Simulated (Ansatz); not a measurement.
# Sn2C (model cell, started as cuprite): following an unstable mode

Wanted: the energy along a soft mode of Sn2C (model cell, started as cuprite) and the structure at the end.

Calculated with Ansatz 0.2.0; DFT PBEsol, scalar-relativistic, plane waves, PAW.

The structure was built from a prototype and need not be the compound's stable phase.

**1. The structure**

Symmetry: Pn-3m, No. 224, cubic system. Conventional cell: a = 5.021 Å, b = 5.021 Å, c = 5.021 Å, α = 90.00°, β = 90.00°, γ = 90.00°. C has 4 Sn at 2.17 Å nearest. Nearest to Sn lie 2 C at 2.17 Å. Farther neighbours are not listed.

**2. Phonons on a q mesh**

The cell comes from relaxations at this level that are not shown. Stability and thermal properties need the whole zone. Linear response on a 2×2×2 q mesh gives force constants as far as a supercell of that size would.

File input.yaml:

```yaml
crystal:
  lattice:
    - [5.0213021337, 0.0, 0.0]
    - [0.0, 5.0213021337, 0.0]
    - [0.0, 0.0, 5.0213021337]
  atoms:
    - { symbol: C, position: [0.0, 0.0, 0.0] }
    - { symbol: C, position: [0.5, 0.5, 0.5] }
    - { symbol: Sn, position: [0.25, 0.25, 0.25] }
    - { symbol: Sn, position: [0.75, 0.75, 0.25] }
    - { symbol: Sn, position: [0.75, 0.25, 0.75] }
    - { symbol: Sn, position: [0.25, 0.75, 0.75] }
kpoints:
  mp_grid: { grid: [8, 8, 8] }
hamiltonian:
  xc: pbesol
scf:
  occupations: { method: methfessel_paxton, width: 0.2 }
output:
  eigenvalues: true
phonons:
  method: dfpt
  qmesh: [2, 2, 2]
  temperatures: { t_max: 1000, t_step: 50 }
  qpath:
    path:
      - [[0.0, 0.0, 0.0], [0.0, 0.5, 0.0], [0.5, 0.5, 0.0], [0.0, 0.0, 0.0], [0.5, 0.5, 0.5], [0.0, 0.5, 0.0]]
      - [[0.5, 0.5, 0.5], [0.5, 0.5, 0.0]]
    npoints: 10
```

Command:

```bash
$ ansatz run input.yaml --threads 8 --pin off --max-ram 14336MiB --backend cpu --events-out ev --progress --plain --runs-dir out
```

Numbers of over 12 decimals in the logs are rounded to 6 here.

The program printed:

```text
Warning: phonons: the dynamical matrix that this run interpolates holds no multipole term above the dipole-dipole one, and a site of this crystal is no centre of inversion, so its interpolated transverse optical and acoustic branches and sound speeds can stay off near Gamma, and the density of states and the thermodynamics with them. What a run solves at a wave vector of phonons.qpoints, Gamma apart, where the deck admits one, is free of this, and under fd what a larger phonons.supercell samples
Engine: ansatz 0.2.0, aarch64-unknown-linux-gnu
Pseudopotentials: kind: paw
Pseudopotential: C, paw, valence charge 4, recommended cutoff 420 eV (normal), C.paw.azcp
Pseudopotential: Sn, paw, valence charge 14, recommended cutoff 420 eV (normal), Sn.paw.azcp
Functional definition: PBEsol
  exchange = pbesol_x
  correlation = pbesol_c
Crystal: 6 atoms, lattice volume = 126.604 Å³
Basis set: ecut = 420 eV, 2517 PW (Γ), exchange–correlation on 72×72×72 points (8 copies of the dense FFT grid, shifted against one another)
Bands: 39, of which v1, the nominal top of the filled ones, is band 32 counted from 1 (31 counted from 0)
Symmetry: 48 space group operations
k-points: 35 of 512
Non-local potential: C, projectors of the file, l = 0: 2, l = 1: 2, l = 2: 1
Non-local potential: Sn, projectors of the file, l = 0: 2, l = 1: 2, l = 2: 2, l = 3: 2
PAW form: soft (Blöchl's): semilocal exchange-correlation on the pseudo side does not see the compensation charge
PAW frozen core: C, regenerated for the run's functional, and the local potential with it (the file was generated under x = pbe(κ = 0.804, μ = 0.219515), c = pbe(β = 0.066725))
PAW frozen core: Sn, regenerated for the run's functional, and the local potential with it (the file was generated under x = pbe(κ = 0.804, μ = 0.219515), c = pbe(β = 0.066725))
PAW one-centre angular grid: C, 110 points (default); XC on 64 Gauss nodes
PAW one-centre angular grid: Sn, 590 points (default); XC on 64 Gauss nodes
Initial density: superposition of atomic densities (neutral atoms: chi_scale 0, normalization atom), corrected by the library's trained network
Initial wavefunctions: pseudopotential atomic-orbital guess
Functional: x = pbesol(κ = 0.804, μ = 0.123457), c = pbesol(β = 0.046)
SCF iter   1: F=—  HF=-24285.407835 eV  |F-HF|=—  |Δ(HF+E_count)|=         —  Δρ=1.37e-2  dr2=3.81e-1  ethr=1.77e-3  ⟨swp⟩=7.8  Hψ=5931  notcnv=0
preconditioner: auto → Kerker (q_TF=auto, 2.435 Å⁻¹)  [metal: Δε(μ)=0.008 eV  Ē_g=17.796 eV  σ=0.200 eV  W_gap=0.03  n_scr=26 (ndim 8)  ℏωp=26.4 eV  f_vac=0.000  D(μ)=3.84/eV (n_scr^D=26)]
SCF iter   2: F=—  HF=-24285.338182 eV  |F-HF|=—  |Δ(HF+E_count)|=   6.97e-2  S|Δr|=    0.00e0  Δρ=6.18e-3  dr2=8.65e-2  ethr=5.96e-4  ⟨swp⟩=1.2  Hψ=1658  notcnv=0  defer=2
SCF iter   3: F=—  HF=-24285.319696 eV  |F-HF|=—  |Δ(HF+E_count)|=   1.85e-2  S|Δr|=    0.00e0  Δρ=1.11e-3  dr2=1.52e-3  ethr=1.35e-4  ⟨swp⟩=2.0  Hψ=1683  notcnv=0  defer=2
SCF iter   4: F=—  HF=-24285.319567 eV  |F-HF|=—  |Δ(HF+E_count)|=   1.29e-4  S|Δr|=    0.00e0  Δρ=2.24e-4  dr2=5.96e-5  ethr=2.38e-6  ⟨swp⟩=2.0  Hψ=1728  notcnv=0  defer=2
SCF iter   5: F=—  HF=-24285.319562 eV  |F-HF|=—  |Δ(HF+E_count)|=   4.61e-6  S|Δr|=    0.00e0  Δρ=6.81e-5  dr2=6.63e-6  ethr=9.31e-8  ⟨swp⟩=2.1  Hψ=2411  notcnv=0  defer=2
SCF iter   6: F=—  HF=-24285.319559 eV  |F-HF|=—  |Δ(HF+E_count)|=   3.01e-6  S|Δr|=    0.00e0  Δρ=1.75e-5  dr2=5.51e-7  ethr=1.04e-8  ⟨swp⟩=3.0  Hψ=2549  notcnv=0  defer=2
SCF iter   7: F=—  HF=-24285.319558 eV  |F-HF|=—  |Δ(HF+E_count)|=   1.32e-6  S|Δr|=    0.00e0  Δρ=3.70e-6  dr2=2.21e-8  ethr=8.60e-10  ⟨swp⟩=2.4  Hψ=2366  notcnv=0  defer=5
SCF iter   8: F=—  HF=-24285.319558 eV  |F-HF|=—  |Δ(HF+E_count)|=   4.42e-9  S|Δr|=    0.00e0  Δρ=8.02e-7  dr2=1.19e-9  ethr=3.46e-11  ⟨swp⟩=2.7  Hψ=2170  notcnv=0  defer=5
SCF iter   9: F=—  HF=-24285.319558 eV  |F-HF|=—  |Δ(HF+E_count)|=  1.46e-11  S|Δr|=    0.00e0  Δρ=2.20e-7  dr2=7.63e-11  ethr=1.87e-12  ⟨swp⟩=2.2  Hψ=1619  notcnv=0  defer=5
SCF iter  10: F=-24285.319558 eV  HF=-24285.319558 eV  |F-HF|=2.91e-11  |Δ(HF+E_count)|=  1.46e-11  S|Δr|=    0.00e0  Δρ=3.58e-8  dr2=1.43e-12  ethr=1.00e-12  ⟨swp⟩=11.4  Hψ=6574  notcnv=0
SCF 1 converged in 10 iterations: F = -24285.319558 eV  dr2 = 1.43e-12
  greatest PAW one-centre occupation: 0.992 electrons in one spin orbital (limit 2), on the Sn atom at site 2 (counted from 0), in its partial waves of l = 2
Initial density: read from a saved state, or passed on in memory by an earlier SCF of this step, an earlier step, the calling program or the single point that the run made first
iter 1 solved again at ethr=2.28e-7 eV; its pass at ethr=3.10e-3 eV (dr2=1.46e-4 eV) is discarded
SCF iter   1: F=—  HF=-24285.319558 eV  |F-HF|=—  |Δ(HF+E_count)|=         —  Δρ=6.12e-7  dr2=3.66e-10  ethr=2.28e-7  ⟨swp⟩=3.3  Hψ=9338  notcnv=0
eigensolver tolerance schedule: the retry pair's looser diagonalisation over-reported the residual by 398455.61 of it (diagonalisation noise at an unbounded share of the residual, at the tolerance the schedule requests for it); recorded, not acted on — ethr = c·dr2/N_el stays at c = 1.0e-1
preconditioner: auto → Kerker (q_TF=auto, 2.435 Å⁻¹)  [metal: Δε(μ)=0.029 eV  Ē_g=17.817 eV  σ=0.200 eV  W_gap=0.12  n_scr=26 (ndim 8)  ℏωp=26.4 eV  f_vac=0.000  D(μ)=3.69/eV (n_scr^D=26)]
SCF iter   2: F=—  HF=-24285.319558 eV  |F-HF|=—  |Δ(HF+E_count)|=   3.08e-7  S|Δr|=    0.00e0  Δρ=3.24e-7  dr2=9.77e-11  ethr=1.00e-12  ⟨swp⟩=4.5  Hψ=4030  notcnv=0
SCF iter   3: F=—  HF=-24285.319558 eV  |F-HF|=—  |Δ(HF+E_count)|=  2.91e-11  S|Δr|=    0.00e0  Δρ=2.04e-7  dr2=3.82e-11  ethr=1.00e-12  ⟨swp⟩=1.0  Hψ=1365  notcnv=0
SCF iter   4: F=—  HF=-24285.319558 eV  |F-HF|=—  |Δ(HF+E_count)|=  1.46e-11  S|Δr|=    0.00e0  Δρ=1.13e-7  dr2=1.22e-11  ethr=1.00e-12  ⟨swp⟩=1.0  Hψ=1365  notcnv=0
SCF iter   5: F=-24285.319558 eV  HF=-24285.319558 eV  |F-HF|=1.46e-11  |Δ(HF+E_count)|=  7.28e-12  S|Δr|=    0.00e0  Δρ=5.92e-8  dr2=3.58e-12  ethr=1.00e-12  ⟨swp⟩=4.9  Hψ=3525  notcnv=0
SCF 2 converged in 5 iterations: F = -24285.319558 eV  dr2 = 3.58e-12
  greatest PAW one-centre occupation: 0.992 electrons in one spin orbital (limit 2), on the Sn atom at site 4 (counted from 0), in its partial waves of l = 2
phonons: the bands overlap, so this run is a metal and interpolates without the dipole-dipole term. If the crystal is really an insulator or semiconductor, its LO-TO splitting is missing
NSCF: frozen V_eff on 35 k-points
NSCF: frozen V_eff on 150 k-points
DFPT response loops at q = (0, 0, 0) (fractional): preconditioner auto → Kerker (q_TF=auto, 2.435 Å⁻¹) (partly filled bands, converged f_vac=0.000); β = 1.00, the filter's whole step (`scf.mixing.beta` (0.50) is not read by the response loops under this deck's `scf.mixing.preconditioner`; to damp them name `kerker` or `kerker_dos`, under which they read `scf.mixing.beta`, and type it under 1.00, their step now; both keys bind the ground state too); Broyden in place of MSR1
NSCF: frozen V_eff on 520 k-points
DFPT response loops at q = (0, 0, -0.5) (fractional): mixed as the last ones told, above
NSCF: frozen V_eff on 520 k-points
DFPT response loops at q = (0, -0.5, -0.5) (fractional): mixed as the last ones told, above
NSCF: frozen V_eff on 300 k-points
DFPT response loops at q = (-0.5, -0.5, -0.5) (fractional): mixed as the last ones told, above
SCF converged after 10 iterations
Stability not checked: this state was not tested for a lower state beside it, because cold or Methfessel-Paxton smearing, or corrected tetrahedra, fill the levels in a way that the test cannot read (fill_not_monotonic; see scf.lower_state_search)
Free energy (F): -24285.319558 eV
Harris-Foulkes:  -24285.319558 eV  (|F-HF|=2.91e-11)
Internal energy: -24285.310566 eV  (E = F + TS)
E sigma→0 (E₀):  -24285.317310 eV
Entropy (-TS):   -0.008992 eV (-1.499 meV/atom)
Fermi energy:    10.063991 eV
--- Per-component energies (eV) ---
  E_band       = -346.265167
  E_kinetic    = 916.861366
  E_local      = -3736.029832  (includes V_loc(G=0)·N_el)
  E_nonlocal   = -64.261895
  E_hartree    = 2239.342464
  E_xc         = -1607.644849
  E_vxc        = -500.688789  (∫ρ·V_xc dr)
  E_paw        = -16456.170256  (= ΣΔE_a)
  E_vpaw       = -1440.830929  (= ΣTr[D̂ρ^β])
  E_aug_tail   = 0.000007  (compensation charges beyond the density's cutoff)
  E_ewald      = -5578.589130
  E_core_change = 1.181560  (= ΣΔE_core)
  E_smearing   = -0.008992  (= −TS)
  E_closure    = 0.000000  (closes the sum)
  Σ components = -24285.319558   (vs F -24285.319558, Δ=0.00e0)
--- Band table (eV; the first three rows and the last of 35) ---
  k-point 0: bands = [... 28 lower, 6.0869, 6.8092, 6.8092, 11.7989, 11.7989, 11.7989, 12.1481, 12.1481, ... 3 higher]
  k-point 1: bands = [... 28 lower, 6.9147, 7.0208, 7.2341, 11.2818, 11.2818, 11.2874, 12.0022, 12.5010, ... 3 higher]
  k-point 2: bands = [... 28 lower, 7.2285, 7.9962, 8.2670, 10.3065, 10.8279, 10.8279, 11.5667, 12.3184, ... 3 higher]
  k-point 34: bands = [... 28 lower, 9.6042, 9.6042, 9.6042, 10.1781, 11.2975, 11.2975, 11.2975, 14.1122, ... 3 higher]
--- Phonons (Γ-DFPT): 2 representative perturbations + reference (Σ response iterations 6) ---
  ASR residual: 3.875e-6 → 0.000e0 eV/Å²; symmetrization residual: 4.923e-7 eV/Å²
  ASR residual per site (eV/Å²): 3.88e-6 3.88e-6 3.72e-6 3.72e-6 3.72e-6 3.72e-6
  Γ frequencies (cm⁻¹): -92.19 -92.19 -92.19 -77.79 -77.79 0.00 0.00 0.00 20.73 20.73 20.73 219.74 361.87 361.87 361.87 501.71 501.71 501.71
--- Phonons (arbitrary-q DFPT): 4 irreducible q on the 2×2×2 mesh ---
  q = [0.0000, 0.0000, 0.0000] (star 1, of the zone-centre solve; hermiticity 1.31e-7, symmetrization 1.62e-12): -92.19 -92.19 -92.19 -77.79 -77.79 -0.00 -0.00 0.00 20.73 20.73 20.73 219.74 361.87 361.87 361.87 501.71 501.71 501.71
  q = [0.0000, 0.0000, -0.5000] (star 3, 4 solved perturbations in 610 linear systems a pass and spin channel, the states on 260 of 512 k-point pairs; hermiticity 1.53e-7, symmetrization 1.18e-12): -92.74 -92.74 -74.21 -74.21 -73.91 -73.91 -31.67 -31.67 65.15 65.15 153.56 153.56 330.62 330.62 427.98 427.98 531.58 531.58
  q = [0.0000, -0.5000, -0.5000] (star 3, 4 solved perturbations in 610 linear systems a pass and spin channel, the states on 260 of 512 k-point pairs; hermiticity 2.33e-7, symmetrization 1.11e-12): -184.27 -184.27 -81.47 -81.47 -58.22 -58.22 -53.72 -53.72 64.47 64.47 136.29 136.29 203.43 203.43 440.98 440.98 512.18 512.18
  q = [-0.5000, -0.5000, -0.5000] (star 1, 2 solved perturbations in 225 linear systems a pass and spin channel, the states on 150 of 512 k-point pairs; hermiticity 1.64e-7, symmetrization 5.42e-12): -137.89 -137.89 -137.89 -81.80 -81.80 -81.80 -33.73 -33.73 66.09 66.09 66.09 221.36 378.46 378.46 378.46 496.16 496.16 496.16
  sum rule: each row above includes the acoustic sum rule's correction from the zone centre's row sums; it moved no ω² by more than (0.30 cm⁻¹)²
  mesh force constants: q→R imaginary residual 3.46e-17; ASR residual 3.875e-6 → 0.000e0 eV/Å²; symmetrization residual 6.217e-15 eV/Å²
  interpolated dispersion: 62 rows × 18 modes
  density of states and harmonic sums: on the 12×12×12 q-mesh, interpolated from the force constants of a 2×2×2 supercell (no non-analytic term)
  largest difference from the sums on the solved wave vectors: F 3.30e-2 eV, S 3.44e-5 and C_V 8.36e-6 eV/K
  zero-point energy: 0.180098 eV/cell   skipped modes (ω ≤ 0): 669, of them read as no rigid motion or as one in doubt: 666 (7.984e0 modes/cell left out, lowest -184.27 cm⁻¹)   left out of the sums: 4.44e-1 of the cell's modes: C_V's classical limit lies that fraction below 3 k_B per atom; for a crystal, a wire or a layer, F and S can be off by more, and a phonons.interpolated_qmesh denser along its periods is the remedy for the sampling
```

Elapsed: 2.1 min, on 8 threads of Arm Neoverse V2, shared host; peak memory 3.4 GiB; 16 min of CPU time.

The column dr2 measures how far the density is from self-consistency, as an energy; F and HF (Harris–Foulkes) agree once it is small.

Numbers from this step:

```
volume per atom                                         : 21.10 Å³
gap on the k-mesh                                       : 0 eV
sum-rule residual before enforcement                    : 3.88e-6 eV/Å²
lowest frequency on the path                            : -184.3 cm⁻¹
point group                                             : m-3m
highest frequency on the path or at a solved wavevector : 535.2 cm⁻¹
highest optical mode at the zone centre (no LO-TO term) : 501.7 cm⁻¹
lowest optical zone-centre mode                         : -92.19 cm⁻¹
lowest mode on the q mesh (acoustic modes at Γ apart)   : -184.3 cm⁻¹
```

Frequencies (cm⁻¹) solved at each irreducible wavevector; negative means imaginary. Frequencies by wavevector, by row:

```tsv
q in reciprocal lattice units	star	mode 1	mode 2	mode 3	mode 4	mode 16	mode 17	mode 18
0 0 0	1	-92.2	-92.2	-92.2	-77.8	501.7	501.7	501.7
0 0 -0.5	3	-92.7	-92.7	-74.2	-74.2	428	531.6	531.6
0 -0.5 -0.5	3	-184.3	-184.3	-81.5	-81.5	441	512.2	512.2
-0.5 -0.5 -0.5	1	-137.9	-137.9	-137.9	-81.8	496.2	496.2	496.2
```

Interpolated from a 2×2×2 q mesh. Phonon branches along the path, in cm⁻¹:

```tsv
point	branch 1	branch 2	branch 3	branch 4	branch 15	branch 16	branch 17	branch 18
Γ	-92	-92	-92	-78	362	502	502	502
halfway	-94	-84	-84	-84	381	479	518	518
X	-93	-93	-74	-74	428	428	532	532
halfway	-130	-130	-89	-89	432	432	526	526
M	-184	-184	-82	-82	441	441	512	512
halfway	-108	-104	-90	-88	395	471	517	526
Γ	-92	-92	-92	-78	362	502	502	502
halfway	-118	-118	-104	-84	338	506	510	510
R	-138	-138	-138	-82	378	496	496	496
halfway	-138	-126	-124	-86	352	487	502	527
X	-93	-93	-74	-74	428	428	532	532
jump to R	-138	-138	-138	-82	378	496	496	496
halfway	-154	-154	-114	-82	399	480	510	510
M	-184	-184	-82	-82	441	441	512	512
```

Symmetry leaves 4 wavevectors to solve. The lowest mode among them, the acoustic zeros apart, lies at q = (0, -0.5, -0.5) and is imaginary, 184.3i cm⁻¹, so the energy falls along it.

**3. The mode frozen in, largest atomic shift 0 Å**

The mode followed lies at q = (-0.5, -0.5, -0.5) with frequency 137.9i cm⁻¹ and is 3-fold degenerate, one of the unstable modes though not the softest. At small amplitude the distorted cell has space group no. 72 by a symmetry search on the positions. The undistorted cell that holds it gives the zero of energy on the same k mesh.

System of this step: Sn2C (model cell, started as cuprite). The structure is cubic, space group Pn-3m (No. 224). Conventional cell: a = 5.021 Å, b = 5.021 Å, c = 5.021 Å, α = 90.00°, β = 90.00°, γ = 90.00°. C has 4 Sn at 2.17 Å nearest. Nearest to Sn lie 2 C at 2.17 Å. Farther neighbours are not listed.

File input.yaml:

```yaml
crystal:
  lattice:
    - [5.0213021337, 5.0213021337, 0.0]
    - [5.0213021337, 0.0, 5.0213021337]
    - [5.0213021337, 0.0, -5.0213021337]
  atoms:
    - { symbol: C, position: [0.0, 0.0, 0.0] }
    - { symbol: C, position: [0.0, 0.5, 0.5] }
    - { symbol: C, position: [0.5, 0.25, 0.75] }
    - { symbol: C, position: [0.5, 0.75, 0.25] }
    - { symbol: Sn, position: [0.25, 0.125, 0.875] }
    - { symbol: Sn, position: [0.25, 0.625, 0.375] }
    - { symbol: Sn, position: [0.75, 0.125, 0.875] }
    - { symbol: Sn, position: [0.75, 0.625, 0.375] }
    - { symbol: Sn, position: [0.25, 0.625, 0.875] }
    - { symbol: Sn, position: [0.25, 0.125, 0.375] }
    - { symbol: Sn, position: [0.75, 0.125, 0.375] }
    - { symbol: Sn, position: [0.75, 0.625, 0.875] }
kpoints:
  mp_grid: { grid: [8, 8, 8] }
hamiltonian:
  xc: pbesol
scf:
  occupations: { method: methfessel_paxton, width: 0.2 }
output:
  forces: true
  stress: true
  eigenvalues: true
```

The program printed:

```text
[...]
Crystal: 12 atoms, lattice volume = 253.209 Å³
Basis set: ecut = 420 eV, 4957 PW (Γ), exchange–correlation on 96×96×96 points (8 copies of the dense FFT grid, shifted against one another)
Bands: 77, of which v1, the nominal top of the filled ones, is band 64 counted from 1 (63 counted from 0)
Symmetry: 96 space group operations
[...]
k-points: 29 of 512
[...]
k-point 0: bands = [... 60 lower, 9.5982, 9.5982, 10.1724, 11.2857, 11.2857, 11.2857, 11.8017, 11.8017, ... 9 higher]
  k-point 1: bands = [... 60 lower, 9.5506, 9.5506, 10.7730, 11.1993, 11.1993, 11.2106, 11.2106, 11.2605, ... 9 higher]
  k-point 2: bands = [... 60 lower, 9.4140, 9.4140, 10.4164, 10.4911, 10.4911, 10.9577, 10.9577, 11.1274, ... 9 higher]
  k-point 28: bands = [... 60 lower, 9.5397, 9.5397, 9.5397, 9.5397, 10.1938, 10.1938, 10.1938, 10.1938, ... 9 higher]
[key lines of the parts left out:]
SCF converged after 7 iterations
Free energy (F): -48570.678171 eV
Fermi energy:    10.065481 eV
P = ⅓ Tr σ = -0.0268 GPa (-0.268 kbar)
```

Run time: 4.2 s. Hardware: 8 threads; peak memory 1.3 GiB.

This step gave:

| Quantity | Value |
| --- | --- |
| pressure | -0.02680 GPa |
| energy from the undistorted cell | 0 meV/atom |

The run ends at a pressure of -0.03 GPa.

**4. The mode frozen in, largest atomic shift 0.32 Å**

The atoms are moved along the unstable eigenvector, the largest shift by 0.32 Å, with the cell fixed.

File input.yaml:

```yaml
crystal:
  lattice:
    - [5.0213021337, 5.0213021337, 0.0]
    - [5.0213021337, 0.0, 5.0213021337]
    - [5.0213021337, 0.0, -5.0213021337]
  atoms:
    - { symbol: C, position: [0.0, -0.045062847, 0.0] }
    - { symbol: C, position: [0.0, 0.545062847, 0.5] }
    - { symbol: C, position: [0.5, 0.204937153, 0.75] }
    - { symbol: C, position: [0.5, 0.795062847, 0.25] }
    - { symbol: Sn, position: [0.2099720155, 0.1414338306, 0.8950139922] }
    - { symbol: Sn, position: [0.2900279845, 0.6085661694, 0.3549860078] }
    - { symbol: Sn, position: [0.75, 0.1614478229, 0.875] }
    - { symbol: Sn, position: [0.75, 0.5885521771, 0.375] }
    - { symbol: Sn, position: [0.2900279845, 0.6014058462, 0.8549860078] }
    - { symbol: Sn, position: [0.2099720155, 0.1485941538, 0.3950139922] }
    - { symbol: Sn, position: [0.75, 0.1614478229, 0.375] }
    - { symbol: Sn, position: [0.75, 0.5885521771, 0.875] }
kpoints:
  mp_grid: { grid: [8, 8, 8] }
hamiltonian:
  xc: pbesol
scf:
  occupations: { method: methfessel_paxton, width: 0.2 }
output:
  forces: true
  stress: true
  eigenvalues: true
```

The program printed:

```text
[...]
Crystal: 12 atoms, lattice volume = 253.209 Å³
Basis set: ecut = 420 eV, 4957 PW (Γ), exchange–correlation on 96×96×96 points (8 copies of the dense FFT grid, shifted against one another)
Bands: 77, of which v1, the nominal top of the filled ones, is band 64 counted from 1 (63 counted from 0)
Symmetry: 8 space group operations
[...]
k-points: 95 of 512
[...]
k-point 0: bands = [... 60 lower, 9.6519, 9.9352, 10.0039, 10.9472, 11.2565, 11.4890, 11.7032, 11.7302, ... 9 higher]
  k-point 1: bands = [... 60 lower, 9.6143, 9.6172, 10.5417, 10.8443, 11.0684, 11.0804, 11.3079, 11.8737, ... 9 higher]
  k-point 2: bands = [... 60 lower, 9.4707, 9.5003, 9.9327, 10.3526, 10.8979, 10.9061, 11.1005, 11.5955, ... 9 higher]
  k-point 94: bands = [... 60 lower, 8.0727, 9.1143, 9.9174, 10.4280, 10.5235, 11.3657, 11.3808, 11.3837, ... 9 higher]
[key lines of the parts left out:]
SCF converged after 8 iterations
Free energy (F): -48571.208501 eV
Fermi energy:    10.171563 eV
P = ⅓ Tr σ = 0.5135 GPa (5.135 kbar)
```

The job ended after 14 s (8 threads; peak memory 2 GiB; 1.8 min of CPU time).

This step gave:

```yaml
pressure: 0.5135 GPa
energy_from_the_undistorted_cell: -44.39 meV/atom
```

The energy, extrapolated to zero smearing, is -44.39 meV/atom against the undistorted cell.

The run ends at a pressure of 0.51 GPa, with forces up to 1.3 eV/Å.

(Part 1 of 2 ends here.)

[Logs are printed without paths, hosts, clocks, repeated set-up lines and the standing remarks that a program may print on its own settings, such as how far it seeks lower states.]

[Hosts, paths, dates, database ids (printed as entryN), source tags and the programs' standing remarks are cut or masked in the printed files.]
